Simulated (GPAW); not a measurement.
CaBO3 (P2_1/m), B K edge of atom 9, with 1 O at 1.36 Å and 2 O at 1.37 Å (trigonal planar, site symmetry m). Method: GPAW, LDA, excited-electron core hole (neutral cell), 20-atom cell with 6.6 Å between holes, 4×4×3 k points, dipole transitions, Gaussian full width 0.9 eV up to 4 eV, rising linearly to 3.5 eV at 25 eV.

```xyz
10
Lattice="3.6734 0.0000 0.0000 0.0000 5.4795 0.0000 -0.4051 0.0000 6.6223" Properties=species:S:1:pos:R:3 pbc="T T T"
Ca    0.8826    4.1096    1.1569
Ca    2.3857    1.3699    5.4655
O     2.7383    0.1729    1.1770
O     0.5300    2.9126    5.4453
O     0.5300    5.3066    5.4453
O     2.7383    2.5669    1.1770
O     1.0837    4.1096    3.4876
O     2.1846    1.3699    3.1347
B     0.6865    4.1096    4.7878
B     2.5817    1.3699    1.8345
```

Energy from the lowest empty level; a common scale on which the isotropic spectrum has a mean of 1 over the first 20 eV.

```csv
E (eV),curve 1,curve 2,curve 3
-2.0,0.00,0.00,0.00
-1.0,0.00,0.00,0.00
0.0,0.00,0.00,0.00
1.0,0.00,0.00,0.00
2.0,0.00,0.00,0.00
3.0,0.01,0.00,0.09
4.0,0.75,0.00,10.44
5.0,0.22,0.03,2.62
6.0,0.17,0.32,0.31
7.0,0.30,0.37,0.50
8.0,0.46,0.24,0.36
9.0,0.54,0.28,0.35
10.0,0.59,0.39,0.40
11.0,1.03,0.80,0.39
12.0,2.14,2.25,0.41
13.0,4.00,5.01,0.54
14.0,4.13,5.43,0.57
15.0,2.08,2.76,0.44
16.0,0.84,0.99,0.44
17.0,0.59,0.50,0.57
18.0,0.59,0.40,0.64
19.0,0.61,0.42,0.60
20.0,0.63,0.44,0.52
21.0,0.62,0.42,0.46
22.0,0.59,0.37,0.44
23.0,0.57,0.36,0.45
24.0,0.56,0.39,0.48
25.0,0.52,0.44,0.48
26.0,0.46,0.49,0.46
27.0,0.42,0.53,0.41
28.0,0.44,0.55,0.39
29.0,0.48,0.54,0.40
30.0,0.49,0.52,0.45
31.0,0.43,0.49,0.51
32.0,0.35,0.45,0.56
```

Q: The curves are for the electric vector along different Cartesian axes of the cell as given, averaged over the symmetry-equivalent atoms. Which is which?

Curve 1: along z, main maxima 4.3 eV (0.93) and 13.5 eV (4.46). Curve 2: along y, main maxima 6.5 eV (0.42) and 13.6 eV (5.80). Curve 3: along x, main maxima 4.3 eV (12.94). A K edge sees empty p states; at this planar three-fold site the curve for the electric vector normal to the plane peaks at 4.3 eV, where it is mainly π* that absorbs: that direction carries over 70 % of the weight there. Each direction probes the empty orbitals that point along it. The unit cell's mesh shows no gap over 0.35 eV. That is right for a metallic compound; for a small-gap or correlated insulator it would be the fault of the functional or of the assumed magnetic order, and the hole would be screened too well. The mesh is coarse (0.32 Å⁻¹ between points), so small maxima may be mesh ripples.

[Banner, clock and machine lines of the logs are left out without a mark of their own.]

[Logs are printed without paths, hosts, clocks, repeated set-up lines and the standing remarks that a program may print on its own settings, such as how far it seeks lower states.]

[Hosts, paths, dates, database ids (printed as entryN), source tags and the programs' standing remarks are cut or masked in the printed files.]

[Lists of maxima count a maximum above −3 eV only where it reaches 4 % of the highest in the window and stands out from its surroundings by 2 % of it (1.5 % where it reaches 55 %); shoulders and weaker maxima are passed over, and of the rest the first, up to two pre-edge ones and the few strongest are named.]
